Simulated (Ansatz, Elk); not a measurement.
# How far do independent atoms describe Li4In?

Structure refinements treat a crystal as free atoms side by side. For a made-up structure of Li4In (cell and positions from a PBEsol relaxation) the runs below show what the calculated density changes in F(hkl).

Program: Elk 11.2.3 (patched build). Level of theory: DFT, PBE, all-electron APW+lo, Dirac cores, scalar-relativistic bands, static density, no spin. Results are calculated unless marked as measured.

This account leaves out most program logs.

The structure was built from a prototype and need not be the compound's stable phase.

## (1) Starting point

It takes space group R-3m (No. 166, trigonal). The conventional cell has a = 3.140 Å, b = 3.140 Å, c = 36.566 Å, α = 90.00°, β = 90.00°, γ = 120.00°. Nearest to In lie 6 Li at 2.96 Å and 6 In at 3.14 Å. Nearest to Li lie 3 In at 2.96 Å and 9 Li at 3.08 to 3.14 Å. Li has 12 Li at 3.08 to 3.14 Å nearest. Farther neighbours are not listed.

Coordinates:

```cif
data_structure
_symmetry_space_group_name_H-M 'R-3m:H'
_symmetry_Int_Tables_number 166
_cell_length_a 3.1395
_cell_length_b 3.1395
_cell_length_c 36.5662
_cell_angle_alpha 90.000
_cell_angle_beta 90.000
_cell_angle_gamma 120.000
_cell_volume 312.13
loop_
_atom_site_label
_atom_site_type_symbol
_atom_site_symmetry_multiplicity
_atom_site_Wyckoff_symbol
_atom_site_fract_x
_atom_site_fract_y
_atom_site_fract_z
_atom_site_occupancy
In1 In 3 a 0.00000 0.00000 0.00000 1
Li1 Li 6 c 0.66667 0.33333 0.73080 1
Li2 Li 6 c 0.00000 0.00000 0.79906 1
```

## (2) Ground state and structure factors

An all-electron density is needed, since X-rays see the cores too. Task 0 finds the density and task 195 Fourier-transforms it; tshift is off so that phases refer to the origin typed.

Contents of elk.in:

```
tasks
  0
  195

xctype
  20

spinpol
  .false.

rgkmax
  7.0

gmaxvr
  14.0

lmaxo
  7

lmaxapw
  8

swidth
  0.002

tshift
  .false.

ramdisk
  .false.

hmaxvr
  5.5

maxscl
  120

epspot
  1e-06

sppath
  './'

avec
  2.96640483695 1.71265463145 23.03333684702
  -2.96640483695 1.71265463145 23.03333684702
  0.00000000000 -3.42530926196 23.03333684709

atoms
  2
  'In.in'
  1
  0.0000000000 0.0000000000 -0.0000000000   0.000000 0.000000 0.000000
  'Li.in'
  4
  0.3974648322 0.3974648322 0.3974648322   0.000000 0.000000 0.000000
  0.7990566534 0.7990566534 0.7990566534   0.000000 0.000000 0.000000
  0.2009433466 0.2009433466 0.2009433466   0.000000 0.000000 0.000000
  0.6025351678 0.6025351678 0.6025351678   0.000000 0.000000 0.000000

ngridk
  8 8 8
```

Launch:

```
$ OMP_NUM_THREADS=4 elk
```

The job ended after 2.2 min (4 threads of Arm Neoverse V2, shared host; peak memory 0.59 GiB).

SFACRHO.OUT:

```text

h k l indices transformed by vhmat matrix:
   1.000000000       0.000000000       0.000000000    
   0.000000000       1.000000000       0.000000000    
   0.000000000       0.000000000       1.000000000    

      h      k      l  multipl.   |H|            Re(F)            Im(F)           |F|

      0      0      0      1   0.0000000       61.000000      0.12383196E-16   61.000000    
     -1     -1     -1      2  0.27278659       45.817424     -0.18269634E-14   45.817424    
      2      2      2      2  0.54557317       44.205113     -0.10657286E-14   44.205113    
     -3     -3     -3      2  0.81835976       41.941431      0.10657286E-14   41.941431    
      4      4      4      2   1.0911463       38.917670      0.48719023E-14   38.917670    
      0      0      1      6   1.2262699       38.745744     -0.60898779E-15   38.745744    
     -1     -1      0      6   1.2363422       38.541492     -0.60898779E-15   38.541492    
     -1     -2     -1      6   1.2758365       38.209221      0.45674084E-15   38.209221    
     -2     -2     -1      6   1.3046728       46.679127      0.29117229E-14   46.679127    
      5      5      5      2   1.3639329       45.873858     -0.60137544E-14   45.873858    
     -2     -2     -3      6   1.3786242       36.916410     -0.33494328E-14   36.916410    
     -3     -2     -3      6   1.4228933       37.524116     -0.21314573E-14   37.524116    
     -4     -3     -3      6   1.5239014       44.413886     -0.23598277E-14   44.413886    
     -4     -3     -4      6   1.5798433       35.896979      0.18269634E-14   35.896979    
      6      6      6      2   1.6367195       36.316743      0.44151615E-14   36.316743    
      5      4      4      6   1.7008150       35.506840      0.85258290E-14   35.506840    
      4      5      5      6   1.7652221       34.156812     -0.16747164E-14   34.156812    
     -5     -6     -5      6   1.9005506       33.466606      0.16747164E-14   33.466606
```

Elk indexes on the primitive cell of elk.in and gives |H| = 4π sin θ/λ in inverse bohr. Below, one row stands for each form hkl of the conventional cell (m members, Friedel mates merged), F is for one primitive cell and the density is static (no thermal factor). Free-atom factors are Waasmaier and Kirfel's, and R is Σm||F|−|F'||/Σm|F|.

| hkl | m | sin θ/λ (Å⁻¹) | abs F, DFT | neutral atoms | diff. |
| --- | --- | --- | --- | --- | --- |
| 003 | 2 | 0.041 | 45.817 | 45.819 | -0.001 |
| 006 | 2 | 0.082 | 44.205 | 44.252 | -0.047 |
| 009 | 2 | 0.123 | 41.941 | 42.051 | -0.110 |
| 0 0 12 | 2 | 0.164 | 38.918 | 39.080 | -0.163 |
| 101 | 6 | 0.184 | 38.746 | 38.789 | -0.043 |
| 012 | 6 | 0.186 | 38.541 | 38.557 | -0.016 |
| 104 | 6 | 0.192 | 38.209 | 38.310 | -0.100 |
| 015 | 6 | 0.196 | 46.679 | 46.859 | -0.180 |
| 0 0 15 | 2 | 0.205 | 45.874 | 46.148 | -0.274 |
| 107 | 6 | 0.207 | 36.916 | 37.037 | -0.121 |
| 018 | 6 | 0.214 | 37.524 | 37.622 | -0.098 |
| 1 0 10 | 6 | 0.229 | 44.414 | 44.596 | -0.182 |
| 0 1 11 | 6 | 0.238 | 35.897 | 35.991 | -0.094 |
| 0 0 18 | 2 | 0.246 | 36.317 | 36.411 | -0.095 |
| 1 0 13 | 6 | 0.256 | 35.507 | 35.599 | -0.092 |
| 0 1 14 | 6 | 0.266 | 34.157 | 34.219 | -0.062 |
| 1 0 16 | 6 | 0.286 | 33.467 | 33.520 | -0.053 |
| 0 0 21 | 2 | 0.287 | 33.521 | 33.556 | -0.035 |

## (3) The highest occupied states alone

An energy window below the Fermi level keeps the highest occupied states, to see at which angles they scatter; shallow core shells can lie inside it and anion s states outside. No new self-consistency is needed.

Changes to elk.in since step 2:

```diff
@@ -1,3 +1,2 @@
 tasks
-  0
   195
@@ -40,2 +39,5 @@
 
+wsfac
+  -0.367820 0.373170
+
 sppath
```

Launch:

```
$ OMP_NUM_THREADS=4 elk
```

Wall time 8.9 s (4 threads); peak memory 0.32 GiB.

States within 12 eV below the Fermi level hold 7.00 electrons; any levels below the window count with the cores. Their amplitudes can exceed the total, where window and core parts have opposite phase:

| hkl | sin θ/λ (Å⁻¹) | abs F, window | abs F, all |
| --- | --- | --- | --- |
| 003 | 0.041 | 1.918 | 45.817 |
| 006 | 0.082 | 1.355 | 44.205 |
| 009 | 0.123 | 0.724 | 41.941 |
| 0 0 12 | 0.164 | 0.234 | 38.918 |
| 101 | 0.184 | 0.233 | 38.746 |
| 012 | 0.186 | 0.250 | 38.541 |
| 104 | 0.192 | 0.129 | 38.209 |
| 015 | 0.196 | 0.025 | 46.679 |
| 0 0 15 | 0.205 | 0.199 | 45.874 |
| 107 | 0.207 | 0.028 | 36.916 |

## (4) Another try

In this try the input is made faulty on purpose, to show what that does.

The input is changed as shown.

Changes to elk.in since step 3:

```diff
@@ -1,2 +1,3 @@
 tasks
+  0
   195
@@ -34,3 +35,3 @@
 maxscl
-  120
+  3
 
@@ -38,5 +39,2 @@
   1e-06
-
-wsfac
-  -0.367820 0.373170
```

Launch:

```
$ OMP_NUM_THREADS=4 elk
```

The job ended after 25 s (4 threads; peak memory 0.48 GiB).

The fault put into the input: too few SCF loops.

## (5) Another functional

The difference from free atoms is small, so it is set against the change that PBEsol makes.

Changes to elk.in since step 4:

```diff
@@ -5,3 +5,3 @@
 xctype
-  20
+  22
 
@@ -35,3 +35,3 @@
 maxscl
-  3
+  120
```

Launch:

```
$ OMP_NUM_THREADS=4 elk
```

Wall time 2 min (4 threads); peak memory 0.6 GiB.

Against the first run R = 0.03 %; the largest change is -0.024 at 110.

## (6) Basis size

A smaller basis shows how fast F responds to it; the change is likely larger than the basis error of the first run, but doesn't show convergence.

Changes to elk.in since step 5:

```diff
@@ -5,3 +5,3 @@
 xctype
-  22
+  20
 
@@ -11,3 +11,3 @@
 rgkmax
-  7.0
+  5.5
```

Launch:

```
$ OMP_NUM_THREADS=4 elk
```

It took 1.7 min on 4 threads; peak memory 0.53 GiB.

Against the first run R = 0.01 %; the largest change is +0.004 at 2 0 20.

## (7) Settings against the effect

| run | R against the first run (%) | R against neutral atoms, low angle (%) | wall time |
| --- | --- | --- | --- |
| PBE, rgkmax 7 | 0.00 | 0.24 | 2.2 min |
| PBEsol | 0.03 | 0.26 | 2 min |
| rgkmax 5.5 | 0.01 | 0.24 | 1.7 min |

## (8) What came out

| Item | Value |
| --- | --- |
| R against neutral atoms, sin θ/λ < 0.3 Å⁻¹ | 0.24 % |
| R against neutral atoms, 0.3 to 0.68 Å⁻¹ | 0.12 % |

**Reading.** Independent neutral atoms miss the calculated amplitudes by R = 0.24 % below 0.3 Å⁻¹ and 0.12 % from there to 0.68 Å⁻¹; by shells, 0.12 % below 0.15 Å⁻¹ (3 forms), 0.25 % 0.15 to 0.3 (16 forms), 0.08 % 0.3 to 0.45 (31 forms), 0.14 % above 0.45 (99 forms). Bonding, aspherical density and the tables' own atoms all enter these figures, and the runs don't part them. The largest change of an amplitude is -0.27 electrons, at 0 0 15. The window's part falls from 7.0 electrons at the origin to at most 0.11 between 0.45 and 0.68 Å⁻¹. Below 0.3 Å⁻¹ the changes that finished (PBEsol and rgkmax 5.5) move F by R = 0.02 % at most, against the 0.24 % that separates it from free atoms. The k-mesh has no finished test. Part of the difference isn't bonding: the tables are fits to free atoms and ions calculated by other methods than this functional. Thermal motion, anomalous dispersion and extinction are left out.

[Logs are printed without paths, hosts, clocks, repeated set-up lines and the standing remarks that a program may print on its own settings, such as how far it seeks lower states.]

[Hosts, paths, dates, database ids (printed as entryN), source tags and the programs' standing remarks are cut or masked in the printed files.]
